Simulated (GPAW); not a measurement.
Computed results, one entry a study.

```cif
data_sr2ses
_symmetry_space_group_name_H-M 'R-3m:H'
_symmetry_Int_Tables_number 166
_cell_length_a 4.3563
_cell_length_b 4.3563
_cell_length_c 21.3665
_cell_angle_alpha 90.000
_cell_angle_beta 90.000
_cell_angle_gamma 120.000
_cell_volume 351.16
loop_
_atom_site_label
_atom_site_type_symbol
_atom_site_symmetry_multiplicity
_atom_site_Wyckoff_symbol
_atom_site_fract_x
_atom_site_fract_y
_atom_site_fract_z
_atom_site_occupancy
Sr1 Sr 6 c 0.33333 0.66667 0.91385 1
Se1 Se 3 a 0.00000 0.00000 0.00000 1
S1 S 3 b 0.66667 0.33333 0.83333 1
_calc_subject 'A GW chain in GPAW: Sr2SeS (R-3m)'
_calc_method 'DFT, LDA, plane waves, PAW (and 1 further level or step)'
_calc_program 'GPAW 26.7.0'
_calc_settings_of_one_run 'cutoff 450 eV, GPAW PAW setups 1.2.1 data release, 4×4×4 k-mesh, nbands 200'
_calc_cost '3 runs, 4.6 min in all on 4 MPI ranks of Arm Neoverse V2, shared host (the runs of this entry)'
_calc_notes 'The cell and positions are those that the Materials Project relaxed with its own functionals (PBE, PBE+U or r2SCAN), kept fixed. Limits: no spin-orbit coupling. Bands and cutoff are finite, so the gap is not at the basis limit. The miss can reach some tenths of an eV and take either sign; the mesh is an error of its own.'
_calc_lda_gap '2.14 eV, indirect'
_calc_g0w0_gap_on_the_mesh '3.39 eV'
_calc_gw_settings '4×4×4 mesh, 88 bands, screening to 48 eV, Godby-Needs plasmon pole'
_calc_known_limits 'not at the basis limit; no spin-orbit coupling'
```

[Paths, hosts, dates, memory and timing lines, banners, echoed tables and standing remarks are left out of the program output.]

[Logs are printed without paths, hosts, clocks, repeated set-up lines and the standing remarks that a program may print on its own settings, such as how far it seeks lower states.]

[Runs of the session that timed out or met a known fault of the program may be left out.]

[Hosts, paths, dates, database ids (printed as entryN), source tags and the programs' standing remarks are cut or masked in the printed files.]
